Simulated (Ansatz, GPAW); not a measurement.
# Work function of Si/Ag(110) at several levels, part 3 of 3

Aim: the work function of both faces of Si/Ag(110), and its spread over functionals and bases.

GPAW 26.7.0 and Ansatz 0.2.0; Ansatz plane waves; slab in vacuum with a dipole correction, relaxation; PAW set soft_1 (the session's first sound run).

So far, upper work function (eV): step 2 (relaxation, PBE) 4.65; step 5 (self-consistent run: xc = "LDA") 4.81; step 6 (OptPBE vdW: xc = "optPBE-vdW", GPAW, PAW setups, GPAW) 4.79; step 7 (real-space grid: mode = "fd", PBE, GPAW) 4.65; step 8 (atomic orbitals: mode = "lcao", PBE, GPAW) 4.66.

## Step 10: A second plane-wave code

A second program with its own datasets checks the number independently.

This step: Ansatz plane waves; slab in vacuum with a dipole correction; PAW set soft_1 (Ansatz 0.2.0).

input.yaml reads:

```yaml
crystal:
  lattice:
    - [4.09, 0.0, 0.0]
    - [0.0, 2.8920667351, 0.0]
    - [0.0, 0.0, 25.5286445764]
  atoms:
    - { symbol: Ag, position: [0.0, 0.0, 0.3525451566] }
    - { symbol: Ag, position: [0.5, 0.5, 0.4091887188] }
    - { symbol: Ag, position: [0.0, 0.0, 0.465832281] }
    - { symbol: Ag, position: [0.5, 0.5, 0.5259812847] }
    - { symbol: Ag, position: [0.0, 0.0, 0.5825804864] }
    - { symbol: Si, position: [0.5, 0.0, 0.6369375351] }
kpoints:
  mp_grid: { grid: [8, 11, 1] }
hamiltonian:
  xc: pbe
  pseudopotentials: { kind: paw, azcp: { folder: soft_1 } }
scf:
  occupations: { method: fermi_dirac, width: 0.1 }
efield:
  axis: 3
  dipole_correction: true
  ramp_width: 0.05
output:
  forces: true
  write_potential: true
  write_density: true
  volumetric_format: npy
  elf: true
```

Launch:

```sh
$ ansatz run input.yaml --threads 4 --pin off --max-ram 8192MiB --backend cpu --events-out ev --progress --plain --runs-dir out
```

Numbers of over 12 decimals in the logs are rounded to 6 here.

Output:

```text
[...]
Crystal: 6 atoms, lattice volume = 301.967 Å³
Basis set: ecut = 420 eV, 5905 PW (Γ), exchange–correlation on 60×40×360 points (8 copies of the dense FFT grid, shifted against one another)
Bands: 60, of which v1, the nominal top of the filled ones, is band 50 counted from 1 (49 counted from 0)
Symmetry: 4 space group operations
[...]
k-points: 30 of 88
[...]
SCF iter   1: F=—  HF=-38588.375491 eV  |F-HF|=—  |Δ(HF+E_count)|=         —  Δρ=4.01e-2  dr2=8.87e0  ethr=3.10e-3  p=-0.000 e·Å  D=-7.80e-8 V/Å  ΔV_dip=0.00 eV  dr2_dipole=1.57e0  V_vac-E_F(+/−)=4.85/4.85 eV  ⟨swp⟩=9.0  Hψ=7913  notcnv=0  defer=17
[...]
SCF iter  10: F=-38586.844696 eV  HF=-38586.844696 eV  |F-HF|=1.59e-8  |Δ(HF+E_count)|=   2.12e-7  Δρ=1.68e-6  dr2=1.06e-8  ethr=1.01e-10  p=-0.037 e·Å  D=-2.23e-2 V/Å  ΔV_dip=0.57 eV  dr2_dipole=1.02e-9  V_vac-E_F(+/−)=4.65/4.08 eV  ⟨swp⟩=14.3  Hψ=13589  notcnv=0
SCF 1 converged in 10 iterations: F = -38586.844696 eV  dr2 = 1.06e-8
[...]
SCF converged after 10 iterations
Free energy (F): -38586.844696 eV
[...]
Internal energy: -38586.782741 eV  (E = F + TS)
E sigma→0 (E₀):  -38586.813718 eV
Entropy (-TS):   -0.061954 eV (-10.326 meV/atom)
Fermi energy:    2.485865 eV
Dipole field:    D = -0.022217 V/Å  (p = -0.037075 e·Å, saw-weighted, corrected)
Work function:   Φ+ = 4.6459 eV   Φ− = 4.0787 eV
[...]
--- Forces (eV/Å), atoms counted from 1 ---
  atom   1  Ag     0.00000000     0.00000000     0.06770677
  atom   2  Ag     0.00000000     0.00000000    -0.19548162
  atom   3  Ag     0.00000000     0.00000000     0.13054672
  atom   4  Ag     0.00000000     0.00000000     0.00048212
  atom   5  Ag     0.00000000     0.00000000    -0.00134254
  atom   6  Si     0.00000000     0.00000000    -0.00191285
  max |Σ_I F_I| component: 1.40e-6 eV/Å
--- Band table (eV; the first three rows and the last of 30) ---
  k-point 0: bands = [... 46 lower, -0.6594, -0.3670, 0.9686, 2.8565, 2.9829, 5.1467, 5.6071, 6.0519, ... 6 higher]
  k-point 1: bands = [... 46 lower, -0.5610, -0.4794, 1.0905, 3.0649, 3.1363, 5.2996, 5.8989, 6.1237, ... 6 higher]
  k-point 2: bands = [... 46 lower, -0.5491, -0.4205, 1.4533, 3.5635, 3.5669, 5.2812, 5.7426, 6.7208, ... 6 higher]
  k-point 29: bands = [... 46 lower, 1.1245, 2.0629, 2.7225, 2.9282, 4.1710, 4.5048, 6.1842, 6.2896, ... 6 higher]
```

Wall time 24 s (4 threads of Arm Neoverse V1, shared host); peak memory 0.86 GiB.

Numbers from this step:

- upper work function: 4.646 eV
- lower work function: 4.079 eV
- dipole along the normal: -0.03707 e·Å
- dipole field: -0.02222 V/Å
- vacuum level above: 7.132 eV
- vacuum level below: 6.565 eV

The electrostatic potential energy of an electron (with the applied field's), less the Fermi level, planar mean by z:

| z (Å) | electrostatic potential energy of an electron (with the applied field's), less the Fermi level, planar mean (eV) |
| --- | --- |
| 0 | 4.30 |
| 1 | 4.08 |
| 2 | 4.08 |
| 3 | 4.08 |
| 4 | 4.08 |
| 5 | 4.08 |
| 6 | 4.07 |
| 7 | 3.92 |
| 8 | 1.82 |
| 9 | -4.94 |
| 10 | -5.62 |
| 11 | -5.81 |
| 12 | -5.32 |
| 13 | -5.21 |
| 14 | -5.96 |
| 15 | -5.84 |
| 16 | -5.91 |
| 17 | 0.0191 |
| 18 | 4.32 |
| 19 | 4.62 |
| 20 | 4.64 |
| 21 | 4.65 |
| 22 | 4.65 |
| 23 | 4.65 |
| 24 | 4.65 |
| 25 | 4.54 |

The valence density, planar mean oscillates, so the rows of the table below give means over windows of 1.42 Å about each position, cut where the curve ends. Its maxima inside the range that stand out by 2 % of the span (Å: e/Å³): 9.1: 1.63, 10.5: 1.67, 11.9: 1.68, 13.5: 1.67, 14.9: 1.69. Its minima: 9.8: 0.587, 11.2: 0.572, 12.6: 0.480, 14.2: 0.574.

The valence density, planar mean by z; means over each step:

z (Å), valence density, planar mean (e/Å³) and a bar:
```
     4.97       0.00 
     6.39       0.00 
     7.81       0.14 ####
     9.23       1.09 #############################
    10.65       1.12 ##############################
    12.07       1.09 #############################
    13.49       1.11 ##############################
    14.91       1.10 ##############################
    16.33       0.20 ######
    17.75       0.04 #
    19.17       0.00 
    20.59       0.00
```

Force by atom:

| atom | x (eV/Å) | y (eV/Å) | z (eV/Å) | size |
| --- | --- | --- | --- | --- |
| Ag1 | 0.000 | 0.000 | 0.068 | 0.068 |
| Ag2 | 0.000 | 0.000 | -0.195 | 0.195 |
| Ag3 | 0.000 | 0.000 | 0.131 | 0.131 |
| Ag4 | 0.000 | 0.000 | 0.000 | 0.000 |
| Ag5 | 0.000 | 0.000 | -0.001 | 0.001 |
| Si6 | 0.000 | 0.000 | -0.002 | 0.002 |

Electrostatic potential energy in the ca plane at fractional y = 0.000, with atoms of Ag and Si within 0.2 Å of it. With pseudopotentials it is smooth inside the atoms' cores, unlike the true potential.

Ten even steps from '0' (-26 eV) to '9' (7 eV), each cell a mean:
```
97203206871041168720310699999999999999999999
98510048985101489851003789999999999999999999
99875689998656899986556667899999999999999999
99999999999989999998875101589999999999999999
99999999889999998899871020279999999999999999
99999998889999998899871050179999999999999999
99999999899999998999873000489999999999999999
99988889998878899988776434789999999999999999
99742368987323689873225778999999999999999999
98301027873010278830001689999999999999999999
97117306861172068711630599999999999999999999
```
Columns run along c (16.0 Å, from fractional 0.30 to 0.92 of the cell; values clipped at the 3rd and 97th percentile), rows up along a (4.1 Å). Atoms in or near the plane, at fractional coordinates: Ag at (0.35, 0.00), Ag at (0.47, 0.00), Ag at (0.58, 0.00), Si at (0.64, 0.50).

Valence density in the ca plane at fractional y = 0.000, with atoms of Ag and Si within 0.2 Å of it. It is the smooth field of the valence electrons, not physical close to the nuclei.

Ten steps, logarithmic in the rise over the least value, from '0' (0 e/Å³) to '9' (21 e/Å³), each cell a mean:
```
01479862125898521247986210000000000000000000
01256631113565311125664211000000000000000000
00123211111232111112332221100000000000000000
00001111111111111111112222110000000000000000
00000011111000111111112111210000000000000000
00000011111000111111112111210000000000000000
00000011111101111111112212110000000000000000
00011111111111111111222221100000000000000000
00234421112454211123443211000000000000000000
01468752124787421136875210000000000000000000
01589963125899621258996310000000000000000000
```
Columns run along c (16.0 Å, from fractional 0.30 to 0.92 of the cell), rows up along a (4.1 Å). Atoms in or near the plane, at fractional coordinates: Ag at (0.35, 0.00), Ag at (0.47, 0.00), Ag at (0.58, 0.00), Si at (0.64, 0.50).

ELF in the ca plane at fractional y = 0.000, with atoms of Ag and Si within 0.2 Å of it. It is the smooth field of the valence electrons, not physical close to the nuclei.

Ten even steps from '0' (0.00) to '9' (0.90), each cell a mean:
```
12457642124676421235764222110000000000000000
11345432112454322124443355532000000000000000
11122222211222222212234788875310000000000000
01111112211111122222357878997520000000000000
00111111111111111122466578998631000000000000
00011111111111111122466578999631000000000000
00111111111111122222357678998521000000000000
01122222221122122222236888986410000000000000
11234322212343222223333567653100000000000000
12356542123565321135653233310000000000000000
12468742124696421246874322100000000000000000
```
Columns run along c (16.0 Å, from fractional 0.30 to 0.92 of the cell), rows up along a (4.1 Å). Atoms in or near the plane, at fractional coordinates: Ag at (0.35, 0.00), Ag at (0.47, 0.00), Ag at (0.58, 0.00), Si at (0.64, 0.50).

The upper face's work function is 4.646 eV, against 4.647 eV in the first plane-wave PBE run at this geometry.

## Step 11: Side by side

Results and costs are gathered.

This step: comparison of work functions, dipole and cost; PAW set soft_1 (GPAW 26.7.0).

Ladder, by row:

| step | code | work function, upper (eV) | work function, lower (eV) | dipole (e Å) | wall time (s) | peak memory (GiB) | threads |
| --- | --- | --- | --- | --- | --- | --- | --- |
| pw | GPAW | 4.647 | 4.089 | -0.03652 | 431.6 | 0.47 | 1 |
| vdW-DF2 | GPAW | 4.84 | 4.515 | -0.02124 | 474.1 | 0.64 | 1 |
| LDA | GPAW | 4.812 | 4.504 | -0.02024 | 576.3 | 0.47 | 1 |
| optPBE-vdW | GPAW | 4.792 | 4.269 | -0.03424 | 393.4 | 0.64 | 1 |
| fd | GPAW | 4.647 | 4.086 | -0.03666 | 2541 | 2.96 | 1 |
| lcao | GPAW | 4.66 | 4.045 | -0.04021 | 1670 | 0.53 | 1 |
| ansatz | Ansatz | 4.646 | 4.079 | -0.03707 | 24 | 0.86 | 4 |

## Step 12: What came out

| Property | Result |
| --- | --- |
| work function, upper and lower face | 4.647 and 4.089 eV |
| dipole along the normal | -0.0365 e Å |

What this shows: With plane waves and PBE the work function is 4.65 eV on the upper face and 4.09 eV on the lower. The two faces differ by 0.56 eV, the step that the slab's dipole makes (e p/(ε0 A) gives 0.56 eV), so the dipole layer is needed. Over the sound runs of the table the upper face's work function spans 4.646 (ansatz) to 4.840 eV (vdW-DF2). The two plane-wave codes differ by 0.0014 eV on the upper face. The cell of 11.8 Å² holds one Si, started on one chosen site; other sites and coverages weren't tried. The in-plane lattice was kept as typed, which isn't the functional's own and leaves some strain; spin-orbit coupling and temperature are left out.

[Logs are printed without paths, hosts, clocks, repeated set-up lines and the standing remarks that a program may print on its own settings, such as how far it seeks lower states.]

[Hosts, paths, dates, database ids (printed as entryN), source tags and the programs' standing remarks are cut or masked in the printed files.]
